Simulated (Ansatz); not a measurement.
**Rb (Im-3m, 1 atom in the cell): phonons and vibrational spectra**

Task: relax Rb (Im-3m, 1 atom in the cell), then find its harmonic phonons.

Program: Ansatz 0.2.0. Level of theory: DFT PBEsol, scalar-relativistic, plane waves, PAW; PAW set soft_1. Results are calculated unless marked as measured.

This is a report of a sequence of runs, with most program output left out.

The database entry behind the starting cell lists a temperature near 78 K, so it need not match the best structure at ambient conditions.

**1. Starting point**

The structure is cubic, space group Im-3m (No. 229). The conventional cell has a = 5.605 Å, b = 5.605 Å, c = 5.605 Å, α = 90.00°, β = 90.00°, γ = 90.00°. Nearest to Rb lie 8 Rb at 4.85 Å.

Structure file:

```cif
data_structure
_symmetry_space_group_name_H-M 'P 1'
_symmetry_Int_Tables_number 1
_cell_length_a 4.8541
_cell_length_b 4.8541
_cell_length_c 4.8541
_cell_angle_alpha 109.471
_cell_angle_beta 109.471
_cell_angle_gamma 109.471
_cell_volume 88.04
loop_
_atom_site_label
_atom_site_type_symbol
_atom_site_fract_x
_atom_site_fract_y
_atom_site_fract_z
_atom_site_occupancy
Rb1 Rb 0.00000 0.00000 0.00000 1
```

**2. Relaxation**

The cell and atoms are relaxed, since residual forces and stress would shift the frequencies.

Contents of input.yaml:

```yaml
crystal:
  lattice:
    - [-2.8025, 2.8025, 2.8025]
    - [2.8025, -2.8025, 2.8025]
    - [2.8025, 2.8025, -2.8025]
  atoms:
    - { symbol: Rb, position: [0.0, 0.0, 0.0] }
kpoints:
  mp_grid: { grid: [10, 10, 10] }
hamiltonian:
  xc: pbesol
  pseudopotentials: { kind: paw, azcp: { folder: soft_1 }, xc_functional: pbe }
scf:
  occupations: { method: gaussian, width: 0.1 }
output:
  forces: true
  stress: true
  eigenvalues: true
  write_density: true
  write_potential: true
  elf: true
  volumetric_format: npy
relax:
  adjacent_minimum: "off"
  f_tol: 0.005
  max_steps: 80
  cell: { stress_tol: 0.05 }
```

The run is started by

```console
$ ansatz run input.yaml --threads 4 --pin off --max-ram 10240MiB --backend cpu --events-out ev --progress --plain --runs-dir out
```

It took 1.5 s on 4 threads of Intel Xeon Platinum 8488C (Sapphire Rapids), shared host; peak memory 0.4 GiB.

Little changed from the start: no atom moved by 0.005 Å and no cell edge by 0.1 %.

This step gave:

* pressure: -0.04932 GPa
* volume per atom: 88.04 Å³
* gap on the k-mesh: 0 eV

Valence density in the ac plane of the conventional cell at fractional y = 0.000, with atoms of Rb within 0.2 Å of it. It is the smooth field of the valence electrons, not physical close to the nuclei.

Values in e/Å³, 16 rows by 16 columns, each cell a mean:
```
1.7 1.9 1.1 0.3 0.1 0.0 0.0 0.0 0.0 0.0 0.0 0.0 0.2 0.7 1.7 1.9
1.8 1.4 0.6 0.2 0.0 0.0 0.0 0.0 0.0 0.0 0.0 0.0 0.1 0.4 1.0 1.7
0.7 0.5 0.2 0.1 0.0 0.0 0.0 0.0 0.0 0.0 0.0 0.0 0.0 0.1 0.4 0.7
0.2 0.1 0.1 0.0 0.0 0.0 0.0 0.0 0.0 0.0 0.0 0.0 0.0 0.0 0.1 0.2
0.0 0.0 0.0 0.0 0.0 0.0 0.0 0.0 0.0 0.0 0.0 0.0 0.0 0.0 0.0 0.0
0.0 0.0 0.0 0.0 0.0 0.0 0.0 0.0 0.0 0.0 0.0 0.0 0.0 0.0 0.0 0.0
0.0 0.0 0.0 0.0 0.0 0.0 0.0 0.0 0.0 0.0 0.0 0.0 0.0 0.0 0.0 0.0
0.0 0.0 0.0 0.0 0.0 0.0 0.0 0.0 0.0 0.0 0.0 0.0 0.0 0.0 0.0 0.0
0.0 0.0 0.0 0.0 0.0 0.0 0.0 0.0 0.0 0.0 0.0 0.0 0.0 0.0 0.0 0.0
0.0 0.0 0.0 0.0 0.0 0.0 0.0 0.0 0.0 0.0 0.0 0.0 0.0 0.0 0.0 0.0
0.0 0.0 0.0 0.0 0.0 0.0 0.0 0.0 0.0 0.0 0.0 0.0 0.0 0.0 0.0 0.0
0.1 0.1 0.0 0.0 0.0 0.0 0.0 0.0 0.0 0.0 0.0 0.0 0.0 0.0 0.0 0.1
0.4 0.2 0.1 0.0 0.0 0.0 0.0 0.0 0.0 0.0 0.0 0.0 0.0 0.1 0.2 0.3
1.2 0.9 0.4 0.1 0.0 0.0 0.0 0.0 0.0 0.0 0.0 0.0 0.1 0.2 0.6 1.1
2.0 1.7 0.9 0.2 0.1 0.0 0.0 0.0 0.0 0.0 0.0 0.0 0.1 0.5 1.4 1.9
1.4 2.0 1.2 0.4 0.1 0.0 0.0 0.0 0.0 0.0 0.0 0.0 0.2 0.7 1.8 1.7
```
Columns run along a (5.6 Å), rows up along c (5.6 Å), edges of the conventional cell, whose origin can differ from the input's. Atoms in or near the plane, at fractional coordinates: Rb at (0.00, 0.00).

Electrostatic potential energy in the ac plane of the conventional cell at fractional y = 0.000, with atoms of Rb within 0.2 Å of it. With pseudopotentials it is smooth inside the atoms' cores, unlike the true potential.

Ten even steps from '_' (-93 eV) to '@' (4 eV), each cell a mean:
```
__..##@@@@@@@@@@@@@@@@@@@@%%--__
::++%%@@@@@@@@@@@@@@@@@@@@%%##--
%%%%@@@@@@@@@@@@@@@@@@@@@@@@%%%%
@@@@@@@@@@@@@@@@@@@@@@@@@@@@@@@@
@@@@@@@@@@@@@@@@@@@@@@@@@@@@@@@@
@@@@@@@@@@@@@@@@@@@@@@@@@@@@@@@@
@@@@@@@@@@@@@@@@@@@@@@@@@@@@@@@@
@@@@@@@@@@@@@@@@@@@@@@@@@@@@@@@@
@@@@@@@@@@@@@@@@@@@@@@@@@@@@@@@@
@@@@@@@@@@@@@@@@@@@@@@@@@@@@@@@@
@@@@@@@@@@@@@@@@@@@@@@@@@@@@@@@@
@@@@@@@@@@@@@@@@@@@@@@@@@@@@@@@@
%%@@@@@@@@@@@@@@@@@@@@@@@@@@@@@@
**##%%@@@@@@@@@@@@@@@@@@@@@@%%##
__--##@@@@@@@@@@@@@@@@@@@@%%++..
____**%%@@@@@@@@@@@@@@@@@@%%::__
```
Columns run along a (5.6 Å; values clipped at the 3rd and 97th percentile), rows up along c (5.6 Å), edges of the conventional cell, whose origin can differ from the input's. Atoms in or near the plane, at fractional coordinates: Rb at (0.00, 0.00).

ELF in the ac plane of the conventional cell at fractional y = 0.000, with atoms of Rb within 0.2 Å of it. It is the smooth field of the valence electrons, not physical close to the nuclei.

Values, 16 rows by 16 columns, each cell a mean:
```
0.33 0.69 0.84 0.64 0.21 0.05 0.12 0.31 0.37 0.21 0.07 0.09 0.43 0.80 0.82 0.50
0.79 0.84 0.79 0.48 0.13 0.05 0.16 0.35 0.40 0.25 0.08 0.06 0.28 0.68 0.85 0.82
0.81 0.75 0.55 0.23 0.07 0.08 0.23 0.40 0.44 0.32 0.14 0.05 0.12 0.39 0.68 0.80
0.46 0.36 0.19 0.07 0.06 0.15 0.32 0.44 0.46 0.39 0.23 0.09 0.05 0.12 0.28 0.43
0.10 0.08 0.06 0.07 0.14 0.28 0.40 0.45 0.46 0.43 0.34 0.20 0.09 0.05 0.06 0.09
0.06 0.07 0.11 0.18 0.29 0.39 0.43 0.44 0.44 0.44 0.42 0.34 0.23 0.14 0.08 0.07
0.20 0.23 0.28 0.36 0.42 0.44 0.43 0.41 0.41 0.42 0.44 0.43 0.39 0.32 0.25 0.21
0.37 0.38 0.42 0.45 0.46 0.45 0.42 0.39 0.39 0.41 0.44 0.46 0.46 0.44 0.40 0.37
0.31 0.33 0.38 0.42 0.45 0.45 0.42 0.40 0.39 0.41 0.44 0.45 0.44 0.40 0.35 0.31
0.12 0.14 0.19 0.28 0.37 0.42 0.43 0.42 0.42 0.43 0.43 0.40 0.32 0.23 0.16 0.12
0.05 0.05 0.06 0.11 0.21 0.34 0.42 0.45 0.45 0.44 0.39 0.28 0.15 0.08 0.05 0.05
0.22 0.16 0.08 0.05 0.09 0.21 0.37 0.45 0.46 0.42 0.29 0.14 0.06 0.07 0.13 0.21
0.67 0.57 0.34 0.12 0.05 0.11 0.28 0.42 0.45 0.36 0.18 0.07 0.07 0.23 0.48 0.64
0.85 0.83 0.70 0.34 0.08 0.06 0.19 0.38 0.42 0.28 0.11 0.06 0.19 0.55 0.79 0.84
0.62 0.80 0.83 0.57 0.16 0.05 0.14 0.33 0.38 0.23 0.07 0.08 0.36 0.75 0.84 0.69
0.14 0.62 0.85 0.67 0.22 0.05 0.12 0.31 0.37 0.20 0.06 0.10 0.46 0.81 0.79 0.33
```
Columns run along a (5.6 Å), rows up along c (5.6 Å), edges of the conventional cell, whose origin can differ from the input's. Atoms in or near the plane, at fractional coordinates: Rb at (0.00, 0.00).

In this step the volume went from 88.04 to 88.04 Å³/atom.

**3. Relaxing to small forces for the phonons**

Phonons need a cell at rest on their own settings, so the relaxation is repeated with tight tolerances on forces and stress, using the mesh and the filling of the phonon run that follows.

input.yaml, the sections that differ from step 2:

```yaml
kpoints:
  mp_grid: { grid: [12, 12, 12] }
scf:
  occupations: { method: methfessel_paxton, width: 0.2 }
output:
  forces: true
  stress: true
  eigenvalues: true
relax:
  adjacent_minimum: "off"
  f_tol: 0.001
  max_steps: 60
  cell: { stress_tol: 0.01 }
# crystal, hamiltonian: as in step 2
```

The job ended after 3.1 s (4 threads; peak memory 0.44 GiB; 11 s of CPU time).

Relaxation path:

| step | energy less that of the first step (eV) | largest force component (eV/Å) | pressure (GPa) | volume (Å³) |
| --- | --- | --- | --- | --- |
| 1 | 0.0000 | 0.0000 | -0.05 | 88.04 |
| 2 | -0.0001 | 0.0000 | -0.05 | 87.89 |
| 3 | -0.0003 | 0.0000 | 0.00 | 86.35 |
| 4* | -0.0003 | 0.0000 | 0.00 | 86.35 |

Relaxation steps marked * repeat the geometry before them on a plane-wave basis chosen anew for their cell, so energy and pressure can jump there.

| conventional cell, symmetrised | before | after | change |
| --- | --- | --- | --- |
| a (Å) | 5.605 | 5.569 | -0.6 % |
| b (Å) | 5.605 | 5.569 | -0.6 % |
| c (Å) | 5.605 | 5.569 | -0.6 % |
| volume (Å³/atom) | 88.04 | 86.35 | -1.9 % |

The relaxed structure:

```cif
data_structure
_symmetry_space_group_name_H-M 'P 1'
_symmetry_Int_Tables_number 1
_cell_length_a 4.8227
_cell_length_b 4.8227
_cell_length_c 4.8227
_cell_angle_alpha 109.471
_cell_angle_beta 109.471
_cell_angle_gamma 109.471
_cell_volume 86.35
loop_
_atom_site_label
_atom_site_type_symbol
_atom_site_fract_x
_atom_site_fract_y
_atom_site_fract_z
_atom_site_occupancy
Rb1 Rb 0.00000 0.00000 0.00000 1
```

This step gave:

| Quantity | Value |
| --- | --- |
| pressure | 0.001337 GPa |
| volume per atom | 86.35 Å³ |

The forces vanish by symmetry and the pressure is 0.001 GPa, within the tolerances set. The cell now holds 86.35 Å³/atom.

**4. Response at finite wavevector**

Stability and thermal properties need the whole zone. Linear response on a 4×4×4 q mesh gives force constants as far as a supercell of that size would.

input.yaml, the sections that differ from step 3:

```yaml
crystal:
  lattice:
    - [-2.7843797536, 2.7843797536, 2.7843797536]
    - [2.7843797536, -2.7843797536, 2.7843797536]
    - [2.7843797536, 2.7843797536, -2.7843797536]
  atoms:
    - { symbol: Rb, position: [0.0, 0.0, 0.0] }
output:
  eigenvalues: true
phonons:
  method: dfpt
  qmesh: [4, 4, 4]
  temperatures: { t_max: 1000, t_step: 50 }
  qpath:
    path:
      - [[0.0, 0.0, 0.0], [0.5, -0.5, 0.5], [0.0, 0.0, 0.5], [0.0, 0.0, 0.0], [0.25, 0.25, 0.25], [0.5, -0.5, 0.5]]
      - [[0.25, 0.25, 0.25], [0.0, 0.0, 0.5]]
    npoints: 10
# kpoints, hamiltonian, scf: as in step 3
# relax: removed
```

Wall time 81 s (4 threads); peak memory 2.6 GiB.

This step gave:

```
sum-rule residual before enforcement                    : 8.24e-5 eV/Å²
lowest frequency on the path                            : 0 cm⁻¹
highest frequency on the path or at a solved wavevector : 49.6 cm⁻¹
mean frequency                                          : 31.7 cm⁻¹
Debye temperature (second moment)                       : 63 K
logarithmic mean frequency                              : 28.9 cm⁻¹
lowest mode on the q mesh (acoustic modes at Γ apart)   : 6.63 cm⁻¹
zero-point energy per atom                              : 5.89 meV
heat capacity at 300 K                                  : 24.88 J/(mol atoms K)
vibrational entropy at 300 K                            : 74.25 J/(mol atoms K)
```

Frequencies (cm⁻¹) solved at each irreducible wavevector; negative means imaginary. Frequencies by wavevector, by row:

| q in reciprocal lattice units | star | mode 1 | mode 2 | mode 3 |
| --- | --- | --- | --- | --- |
| 0 0 0 | 1 | 0 | 0 | 0 |
| 0 0 0.25 | 12 | 6.6 | 21.6 | 34.2 |
| 0 0 -0.5 | 6 | 8.9 | 30.8 | 49.6 |
| 0 0.25 0.25 | 24 | 18.6 | 34.5 | 45.4 |
| 0.25 0.25 0.25 | 2 | 37 | 37 | 37 |
| 0.25 0.25 -0.25 | 6 | 31.5 | 31.5 | 34.8 |
| 0.25 -0.5 -0.5 | 12 | 31.8 | 39.1 | 47.7 |
| -0.5 -0.5 -0.5 | 1 | 46 | 46 | 46 |

Interpolated from a 4×4×4 q mesh. The phonon branches at the labelled points (cm⁻¹):

| point | branch 1 | branch 2 | branch 3 |
| --- | --- | --- | --- |
| Γ | 0 | 0 | 0 |
| halfway | 32 | 32 | 35 |
| H | 46 | 46 | 46 |
| halfway | 32 | 39 | 48 |
| N | 9 | 31 | 50 |
| halfway | 7 | 22 | 34 |
| Γ | 0 | 0 | 0 |
| halfway | 20 | 20 | 40 |
| P | 37 | 37 | 37 |
| halfway | 24 | 44 | 44 |
| H | 46 | 46 | 46 |
| jump to P | 37 | 37 | 37 |
| halfway | 22 | 34 | 47 |
| N | 9 | 31 | 50 |

Tetrahedra on a 16×16×16 mesh, mean over bins of 1 cm-1. Interpolated from a 4×4×4 q mesh. Table of phonon density of states by wavenumber; read off at these points:

| wavenumber (cm⁻¹) | phonon density of states (1/cm⁻¹/cell) |
| --- | --- |
| 0.5 | 1.4e-4 |
| 2.5 | 9.6e-4 |
| 3.5 | 0.00179 |
| 5.5 | 0.00494 |
| 7.5 | 0.0129 |
| 8.5 | 0.0189 |
| 10.5 | 0.0375 |
| 12.5 | 0.0425 |
| 14.5 | 0.0511 |
| 15.5 | 0.0567 |
| 17.5 | 0.0657 |
| 19.5 | 0.0802 |
| 20.5 | 0.0767 |
| 22.5 | 0.0601 |
| 24.5 | 0.0558 |
| 25.5 | 0.0566 |
| 27.5 | 0.0602 |
| 29.5 | 0.0693 |
| 30.5 | 0.0811 |
| 31.5 | 0.0911 |
| 32.5 | 0.0884 |
| 34.5 | 0.0848 |
| 35.5 | 0.0818 |
| 37.5 | 0.0747 |
| 39.5 | 0.0685 |
| 41.5 | 0.0727 |
| 42.5 | 0.0755 |
| 44.5 | 0.113 |
| 45.5 | 0.179 |
| 46.5 | 0.174 |
| 47.5 | 0.0974 |
| 49.5 | 0.00944 |

Second derivatives of the energy by pair, one row for each kind of neighbour of each atom listed. Each entry sums the pair over the periodic images of the supercell that the q mesh stands for, and in a polar crystal it holds the long-range dipole part too. Force constants by pair, by row:

| atom | neighbour | distance (Å) | third of the trace (eV/Å²) | along the pair's line (eV/Å²) |
| --- | --- | --- | --- | --- |
| Rb1 | itself | 0 | 0.3582 | – |
| Rb1 | Rb | 4.823 | -0.0412 | -0.1354 |
| Rb1 | Rb | 5.569 | -0.0085 | -0.0219 |

Harmonic thermodynamic functions per atom, from the density of states. Interpolated from a 4×4×4 q mesh. Thermodynamic functions, by row:

| T (K) | F_vib (meV/atom) | S (J/mol-atom/K) | C_V (J/mol-atom/K) |
| --- | --- | --- | --- |
| 0 | 5.89 | 0 | 0 |
| 50 | -1.88 | 30.49 | 23.1 |
| 100 | -22.43 | 47.07 | 24.45 |
| 200 | -81.07 | 64.17 | 24.82 |
| 300 | -153.2 | 74.25 | 24.88 |
| 400 | -234 | 81.41 | 24.91 |
| 500 | -321.4 | 86.97 | 24.92 |
| 600 | -413.9 | 91.51 | 24.92 |
| 700 | -510.8 | 95.35 | 24.93 |
| 800 | -611.4 | 98.68 | 24.93 |
| 900 | -715.2 | 101.6 | 24.93 |
| 1000 | -821.9 | 104.2 | 24.93 |

Harmonic mean-square displacement, third of the trace. Interpolated from a 4×4×4 q mesh. Mean square displacements, by row:

| T (K) | Rb1 U_eq (Å²) |
| --- | --- |
| 0 | 0.0078 |
| 100 | 0.06699 |
| 300 | 0.1997 |
| 600 | 0.3992 |

Symmetry leaves 8 wavevectors to solve. The lowest mode among them, the acoustic zeros apart, lies at q = (0, 0, 0.25) and is real, 6.6 cm⁻¹.

**5. Outcome**

| Property | Result |
| --- | --- |
| space group after relaxation (within 0.01 Å) | Im-3m |
| volume per atom | 86.3 Å³ |
| electronic character | no gap on this mesh |
| lowest mode on the q mesh (acoustic modes at Γ apart) | 6.6 cm⁻¹ |
| highest frequency on the path or at a solved wavevector | 49.6 cm⁻¹ |
| zero-point energy per atom | 5.89 meV |
| heat capacity at 300 K | 24.9 J/(mol atoms K) |
| vibrational entropy at 300 K | 74.2 J/(mol atoms K) |
| Debye temperature (second moment) | 63 K |
| imaginary modes on the 4×4×4 q mesh | none |

**Reading.** The structure is a minimum as far as tested: no mode is imaginary at the 8 irreducible wavevectors of the 4×4×4 mesh, and the softest away from the acoustic zeros lies at 7 cm⁻¹. With no gap, or one that is small against the smearing, the frequencies hang on the k mesh and the smearing, most of all near Kohn anomalies. The PAW files were made for PBE and serve the other functionals too. These are harmonic frequencies at zero temperature: anharmonic shifts, linewidths and thermal expansion are left out.

[Logs are printed without paths, hosts, clocks, repeated set-up lines and the standing remarks that a program may print on its own settings, such as how far it seeks lower states.]

[Hosts, paths, dates, database ids (printed as entryN), source tags and the programs' standing remarks are cut or masked in the printed files.]
